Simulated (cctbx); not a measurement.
## Zn8Ni4B with cctbx, script by script

Library: cctbx 2025.11. The data are simulated by the first script.

## 1. Simulate the data

run.py:

```python
from cctbx import adptbx, crystal, miller, sgtbx, xray
from cctbx.array_family import flex
from iotbx.shelx import hklf
from scitbx import matrix
import scitbx.random

cs = crystal.symmetry(unit_cell=(10.591, 10.591, 10.591, 90, 90, 90), space_group_symbol='Hall: F 4d 2 3 -1d')  # Fd-3m
atoms = [  # label, site, U (iso, or U11 U22 U33 U12 U13 U23 in A^2), occupancy
    ("Zn1", (0.4497, 0.25, 0.25), 0.0059, 1),
    ("Zn2", (0.125, 0.875, 0.375), 0.0069, 1),
    ("Ni1", (0.0984, 0.0984, 0.4016), 0.0062, 1),
    ("B1", (0, 0, 0.5), 0.0117, 1),
]
xs = xray.structure(crystal_symmetry=cs)
for label, site, u, occ in atoms:
    u = adptbx.u_cif_as_u_star(cs.unit_cell(), u) if isinstance(u, tuple) else u
    xs.add_scatterer(xray.scatterer(label, site=site, u=u, occupancy=occ))
xs.set_inelastic_form_factors(1.54184, "sasaki")
xs.show_summary()
p1 = xs.expand_to_p1()
ms = miller.build_set(p1, anomalous_flag=True, d_min=0.8)
flex.set_random_seed(208834)
scitbx.random.set_random_seed(208834)
ms = ms.select(flex.random_double(ms.size()) < 0.95)
i = ms.structure_factors_from_scatterers(p1, algorithm="direct").f_calc().as_intensity_array().data()
i = i / flex.sqrt(1 + 0.3 * i / flex.max(i))  # extinction
i = i * 40000 / flex.max(i)
sig = flex.sqrt(i + flex.pow2(0.015 * i) + 15 ** 2)
noise = scitbx.random.variate(scitbx.random.normal_distribution())(i.size())
data = ms.array(data=i + sig * noise, sigmas=sig).set_observation_type_xray_intensity()
with open("data.hkl", "w") as f:
    data.export_as_shelx_hklf(f)
print("reflections written:", data.size(), " <I/sigma> = %.1f" % flex.mean(data.data() / data.sigmas()))
for h, a, b in list(data.sort("data"))[:12]:
    print("%4d%4d%4d %9.1f %7.1f" % (h + (a, b)))
```

```console
$ python run.py
```

```text
Number of scatterers: 4
At special positions: 4
Unit cell: (10.591, 10.591, 10.591, 90, 90, 90)
Space group: F d -3 m :1 (No. 227)
reflections written: 9271  <I/sigma> = 5.1
   0  -4   4   40638.5   632.6
   4   0   4   40483.5   632.6
   4  -4   0   40459.7   632.6
   4   4   0   40275.2   632.6
   4   0  -4   40160.8   632.6
   0   4   4   40151.9   632.6
  -4   0  -4   40140.3   632.6
   0  -4  -4   40066.8   632.6
   0   4  -4   39981.1   632.6
  -4   0   4   39967.7   632.6
  -4   4   0   39409.4   632.6
  -5  -5  -5   23289.2   377.2
```

Run time: 0.33 s on 1 thread of Arm Neoverse V2, on a shared host, peak memory 0.07 GiB.

## 2. Refinement (right model, isotropic)

run.py:

```python
import math
from cctbx import adptbx, crystal, maptbx, sgtbx, xray
from cctbx.array_family import flex
from cctbx.xray import observations
from iotbx.shelx import hklf
from scitbx.lstbx import normal_eqns_solving
from smtbx import absolute_structure, utils
from smtbx.refinement import constraints, least_squares

cs = crystal.symmetry(unit_cell=(10.591, 10.591, 10.591, 90, 90, 90), space_group_symbol='Hall: F 4d 2 3 -1d')  # Fd-3m
atoms = [  # label, site, U (iso, or U11 U22 U33 U12 U13 U23 in A^2), occupancy
    ("Zn1", (0.4527, 0.25, 0.25), 0.0200, 1),
    ("Zn2", (0.125, 0.875, 0.375), 0.0200, 1),
    ("Ni1", (0.0985, 0.0985, 0.4015), 0.0200, 1),
    ("B1", (0, 0, 0.5), 0.0200, 1),
]
xs = xray.structure(crystal_symmetry=cs)
for label, site, u, occ in atoms:
    u = adptbx.u_cif_as_u_star(cs.unit_cell(), u) if isinstance(u, tuple) else u
    xs.add_scatterer(xray.scatterer(label, site=site, u=u, occupancy=occ))
xs.set_inelastic_form_factors(1.54184, "sasaki")
raw = hklf.reader(file_name="data.hkl").as_miller_arrays(crystal_symmetry=cs, anomalous=True)[0]
merged = raw.eliminate_sys_absent().merge_equivalents()
fo2 = merged.array().set_observation_type_xray_intensity()
print("Rint %.3f, %d unique reflections to %.2f A" % (merged.r_int(), fo2.size(), fo2.d_min()))
for sc in xs.scatterers():
    sc.flags.set_grad_site(True)
    sc.flags.set_grad_u_aniso(sc.flags.use_u_aniso())
    sc.flags.set_grad_u_iso(sc.flags.use_u_iso())
obs = fo2.as_xray_observations()
extra = {}
rep = constraints.reparametrisation(xs, [], utils.connectivity_table(xs), **extra)
ls = least_squares.crystallographic_ls(obs, rep, weighting_scheme=least_squares.mainstream_shelx_weighting(a=0, b=0))
print("cycle     R1     wR2    GooF  max shift (A)")
for cycle in range(8):
    ls.build_up()
    r1, wr2, goof = ls.r1_factor(cutoff_factor=2)[0], ls.wR2(), ls.goof()
    old = xs.sites_cart()
    normal_eqns_solving.levenberg_marquardt_iterations(ls, n_max_iterations=3, tau=1e-06, step_threshold=1e-7)
    big = flex.max((xs.sites_cart() - old).norms())
    print("%4d %7.4f %7.4f %7.3f %9.5f" % (cycle + 1, r1, wr2, goof, big))
    ls.build_up(objective_only=True)
    if abs(ls.wR2() - wr2) < 5e-5 and big < 5e-4:
        break
ls.build_up()
print("final R1 %.4f wR2 %.4f GooF %.3f  parameters %d  data/parameter %.1f" % (ls.r1_factor(cutoff_factor=2)[0], ls.wR2(), ls.goof(), ls.n_parameters, fo2.size() / ls.n_parameters))
cov = ls.covariance_matrix_and_annotations()
su = dict(zip(cov.annotations, (math.sqrt(max(v, 0)) for v in cov.matrix.matrix_packed_u_diagonal())))
a2 = cs.unit_cell().reciprocal_parameters()[0] ** -2
print("atom        x        y        z      Ueq    occ   su(xyz)  su(Uiso or U11)")
for sc in xs.scatterers():
    s = max(su.get(sc.label + k, 0) for k in (".x", ".y", ".z"))
    npd = "" if sc.is_positive_definite_u(cs.unit_cell()) else "  NPD"
    print("%-5s %8.5f %8.5f %8.5f %8.4f %6.3f %8.5f %7.4f%s" % ((sc.label,) + sc.site + (sc.u_iso_or_equiv(cs.unit_cell()), sc.occupancy, s, su.get(sc.label + ".uiso", su.get(sc.label + ".u11", 0) * a2), npd)))
fo = fo2.f_sq_as_f()
fc = fo.structure_factors_from_scatterers(xs, algorithm="direct").f_calc()
diff = fo.f_obs_minus_f_calc(1 / math.sqrt(ls.scale_factor()), fc).average_bijvoet_mates()
m = diff.fft_map(symmetry_flags=maptbx.use_space_group_symmetry, resolution_factor=0.25).apply_volume_scaling()
print("difference map: max %.2f min %.2f rms %.2f" % (m.statistics().max(), m.statistics().min(), m.statistics().sigma()))
peaks = m.peak_search(parameters=maptbx.peak_search_parameters(min_distance_sym_equiv=0.6, max_clusters=6)).all()
near = xs.closest_distances(peaks.sites(), distance_cutoff=4)
sps = cs.special_position_settings(min_distance_sym_equiv=0.5)
for k, (x, h) in enumerate(zip(peaks.sites(), peaks.heights())):
    ss = sps.site_symmetry(x)
    print("Q%-3d %7.4f %7.4f %7.4f %4d %7.2f  %.2f A from %s" % ((k + 1,) + tuple(t % 1 for t in ss.exact_site()) + (ss.multiplicity(), h, near.smallest_distances[k], xs.scatterers()[near.i_seqs[k]].label)))
```

```console
$ python run.py
```

```text
Rint 0.019, 79 unique reflections to 0.81 A
cycle     R1     wR2    GooF  max shift (A)
   1  0.1311  0.2579  37.877   0.03210
   2  0.0116  0.0236   3.466   0.00000
final R1 0.0116 wR2 0.0236 GooF 3.466  parameters 6  data/parameter 13.2
atom        x        y        z      Ueq    occ   su(xyz)  su(Uiso or U11)
Zn1    0.44967  0.25000  0.25000   0.0052  1.000  0.00005  0.0002
Zn2    0.12500  0.87500  0.37500   0.0060  1.000  0.00000  0.0002
Ni1    0.09835  0.09835  0.40165   0.0055  1.000  0.00005  0.0002
B1     0.00000  0.00000  0.50000   0.0108  1.000  0.00000  0.0025
difference map: max 0.35 min -1.03 rms 0.18
Q1    0.0210  0.1597  0.8403   96    0.37  1.39 A from Ni1
Q2    0.0000  0.0000  0.1099   48    0.33  0.95 A from Zn1
Q3    0.0458  0.0458  0.3665   96    0.32  0.87 A from Ni1
Q4    0.0127  0.1053  0.8947   96    0.28  1.50 A from Zn1
Q5    0.0055  0.0960  0.4040   96    0.25  0.98 A from Ni1
Q6    0.0449  0.0449  0.1585   96    0.24  0.80 A from Zn1
```

Time: 0.51 s.

Figures of merit this high mean that the model is still wrong or incomplete.

## 3. Refinement (right model, anisotropic)

run.py, as its changes from the last script of this kind:

```diff
@@ -12,4 +12,4 @@
-    ("Zn1", (0.4527, 0.25, 0.25), 0.0200, 1),
-    ("Zn2", (0.125, 0.875, 0.375), 0.0200, 1),
-    ("Ni1", (0.0985, 0.0985, 0.4015), 0.0200, 1),
-    ("B1", (0, 0, 0.5), 0.0200, 1),
+    ("Zn1", (0.44967, 0.25, 0.25), 0.0052, 1),
+    ("Zn2", (0.125, 0.875, 0.375), 0.0060, 1),
+    ("Ni1", (0.09835, 0.09835, 0.40165), 0.0055, 1),
+    ("B1", (0, 0, 0.5), 0.0108, 1),
@@ -21,0 +22 @@
+xs.convert_to_anisotropic()
```

```console
$ python run.py
```

```text
Rint 0.019, 79 unique reflections to 0.81 A
cycle     R1     wR2    GooF  max shift (A)
   1  0.0116  0.0236   3.566   0.00001
   2  0.0112  0.0230   3.468   0.00000
final R1 0.0112 wR2 0.0230 GooF 3.468  parameters 10  data/parameter 7.9
atom        x        y        z      Ueq    occ   su(xyz)  su(Uiso or U11)
Zn1    0.44967  0.25000  0.25000   0.0052  1.000  0.00006  0.0003
Zn2    0.12500  0.87500  0.37500   0.0060  1.000  0.00000  0.0002
Ni1    0.09835  0.09835  0.40165   0.0055  1.000  0.00005  0.0002
B1     0.00000  0.00000  0.50000   0.0107  1.000  0.00000  0.0025
difference map: max 0.36 min -1.02 rms 0.18
Q1    0.0212  0.1602  0.8398   96    0.38  1.39 A from Ni1
Q2    0.0000  0.0000  0.1118   48    0.34  0.93 A from Zn1
Q3    0.0452  0.0452  0.3644   96    0.30  0.89 A from Ni1
Q4    0.0125  0.1039  0.8961   96    0.27  1.50 A from Zn1
Q5    0.0421  0.0421  0.1608   96    0.24  0.75 A from Zn1
Q6    0.0404  0.0883  0.6963  192    0.23  1.23 A from Zn2
```

Time: 0.46 s.

Figures of merit this high mean that the model is still wrong or incomplete.

## 4. Refinement

run.py, as its changes from the last script of this kind:

```diff
@@ -21 +21 @@
-xs.set_inelastic_form_factors(1.54184, "sasaki")
+xs.set_inelastic_form_factors(0.71073, "sasaki")
@@ -36 +36 @@
-for cycle in range(8):
+for cycle in range(12):
```

```console
$ python run.py
```

```text
Rint 0.019, 79 unique reflections to 0.81 A
cycle     R1     wR2    GooF  max shift (A)
   1  0.0640  0.1466  22.150   0.00048
   2  0.0205  0.0433   6.535   0.00000
final R1 0.0205 wR2 0.0433 GooF 6.535  parameters 10  data/parameter 7.9
atom        x        y        z      Ueq    occ   su(xyz)  su(Uiso or U11)
Zn1    0.44968  0.25000  0.25000   0.0077  1.000  0.00010  0.0006
Zn2    0.12500  0.87500  0.37500   0.0085  1.000  0.00000  0.0005
Ni1    0.09832  0.09832  0.40168   0.0159  1.000  0.00009  0.0005
B1     0.00000  0.00000  0.50000   0.0051  1.000  0.00000  0.0045
difference map: max 0.46 min -1.33 rms 0.27
Q1    0.0000  0.0000  0.1269   48    0.47  0.77 A from Zn1
Q2    0.0347  0.0347  0.1654   96    0.42  0.63 A from Zn1
Q3    0.0290  0.1580  0.8420   96    0.41  1.30 A from Ni1
Q4    0.0068  0.0684  0.3746  192    0.39  1.06 A from Ni1
Q5    0.0120  0.0950  0.9050   96    0.36  1.50 A from Zn1
Q6    0.0816  0.1250  0.6684   96    0.36  0.65 A from Zn2
```

Time: 0.47 s.

This run holds a fault made on purpose: dispersion terms of the wrong wavelength.

## 5. Refinement

run.py, as its changes from the last script of this kind:

```diff
@@ -12,3 +12,3 @@
-    ("Zn1", (0.44967, 0.25, 0.25), 0.0052, 1),
-    ("Zn2", (0.125, 0.875, 0.375), 0.0060, 1),
-    ("Ni1", (0.09835, 0.09835, 0.40165), 0.0055, 1),
+    ("Ni1", (0.44967, 0.25, 0.25), 0.0052, 1),
+    ("Zn1", (0.125, 0.875, 0.375), 0.0060, 1),
+    ("Zn2", (0.09835, 0.09835, 0.40165), 0.0055, 1),
@@ -21 +21 @@
-xs.set_inelastic_form_factors(0.71073, "sasaki")
+xs.set_inelastic_form_factors(1.54184, "sasaki")
```

```console
$ python run.py
```

```text
Rint 0.019, 79 unique reflections to 0.81 A
cycle     R1     wR2    GooF  max shift (A)
   1  0.1887  0.4082  61.666   0.00588
   2  0.0632  0.1694  25.593   0.00004
final R1 0.0632 wR2 0.1694 GooF 25.592  parameters 10  data/parameter 7.9
atom        x        y        z      Ueq    occ   su(xyz)  su(Uiso or U11)
Ni1    0.45013  0.25000  0.25000  -0.0077  1.000  0.00041  0.0023  NPD
Zn1    0.12500  0.87500  0.37500   0.0067  1.000  0.00000  0.0019
Zn2    0.09803  0.09803  0.40197   0.0194  1.000  0.00035  0.0019
B1     0.00000  0.00000  0.50000   0.0032  1.000  0.00000  0.0153
difference map: max 2.83 min -4.99 rms 0.74
Q1    0.0000  0.0000  0.1716   48    2.87  0.30 A from Ni1
Q2    0.0661  0.0661  0.5661   32    2.32  1.08 A from Zn1
Q3    0.0167  0.2167  0.2833   96    1.67  0.61 A from Ni1
Q4    0.9963  0.0849  0.0849   96    1.64  1.52 A from Ni1
Q5    0.1250  0.1250  0.6250   16    1.18  0.00 A from Zn1
Q6    0.0161  0.1488  0.1488   96    0.83  1.56 A from Ni1
```

Time: 0.5 s.

This run holds a fault made on purpose: elements exchanged: Zn2 is Ni and Ni1 is Zn.

## 6. Refinement

run.py, as its changes from the last script of this kind:

```diff
@@ -12,4 +12,3 @@
-    ("Ni1", (0.44967, 0.25, 0.25), 0.0052, 1),
-    ("Zn1", (0.125, 0.875, 0.375), 0.0060, 1),
-    ("Zn2", (0.09835, 0.09835, 0.40165), 0.0055, 1),
-    ("B1", (0, 0, 0.5), 0.0108, 1),
+    ("Zn1", (0.44967, 0.25, 0.25), 0.0052, 1),
+    ("Zn2", (0.125, 0.875, 0.375), 0.0060, 1),
+    ("Ni1", (0.09835, 0.09835, 0.40165), 0.0055, 1),
```

```console
$ python run.py
```

```text
Rint 0.019, 79 unique reflections to 0.81 A
cycle     R1     wR2    GooF  max shift (A)
   1  0.0381  0.0754  11.308   0.00211
   2  0.0374  0.0744  11.160   0.00000
final R1 0.0374 wR2 0.0744 GooF 11.160  parameters 9  data/parameter 8.8
atom        x        y        z      Ueq    occ   su(xyz)  su(Uiso or U11)
Zn1    0.44985  0.25000  0.25000   0.0052  1.000  0.00018  0.0010
Zn2    0.12500  0.87500  0.37500   0.0059  1.000  0.00000  0.0008
Ni1    0.09824  0.09824  0.40176   0.0052  1.000  0.00016  0.0008
difference map: max 10.59 min -1.09 rms 0.37
Q1    0.0000  0.0000  0.5000    8   10.59  1.80 A from Ni1
Q2    0.0009  0.0816  0.4184   96    0.57  1.06 A from Ni1
Q3    0.0622  0.0622  0.5622   32    0.51  1.15 A from Zn2
Q4    0.0000  0.0000  0.3854   48    0.44  1.48 A from Ni1
Q5    0.0624  0.0624  0.3405   96    0.37  0.84 A from Ni1
Q6    0.0253  0.1341  0.8240  192    0.36  1.38 A from Ni1
```

It took 0.47 s on 1 thread of Arm Neoverse V2, on a shared host, peak memory 0.09 GiB.

This run holds a fault made on purpose: atom left out: B1.

[Logs are printed without paths, hosts, clocks, repeated set-up lines and the standing remarks that a program may print on its own settings, such as how far it seeks lower states.]
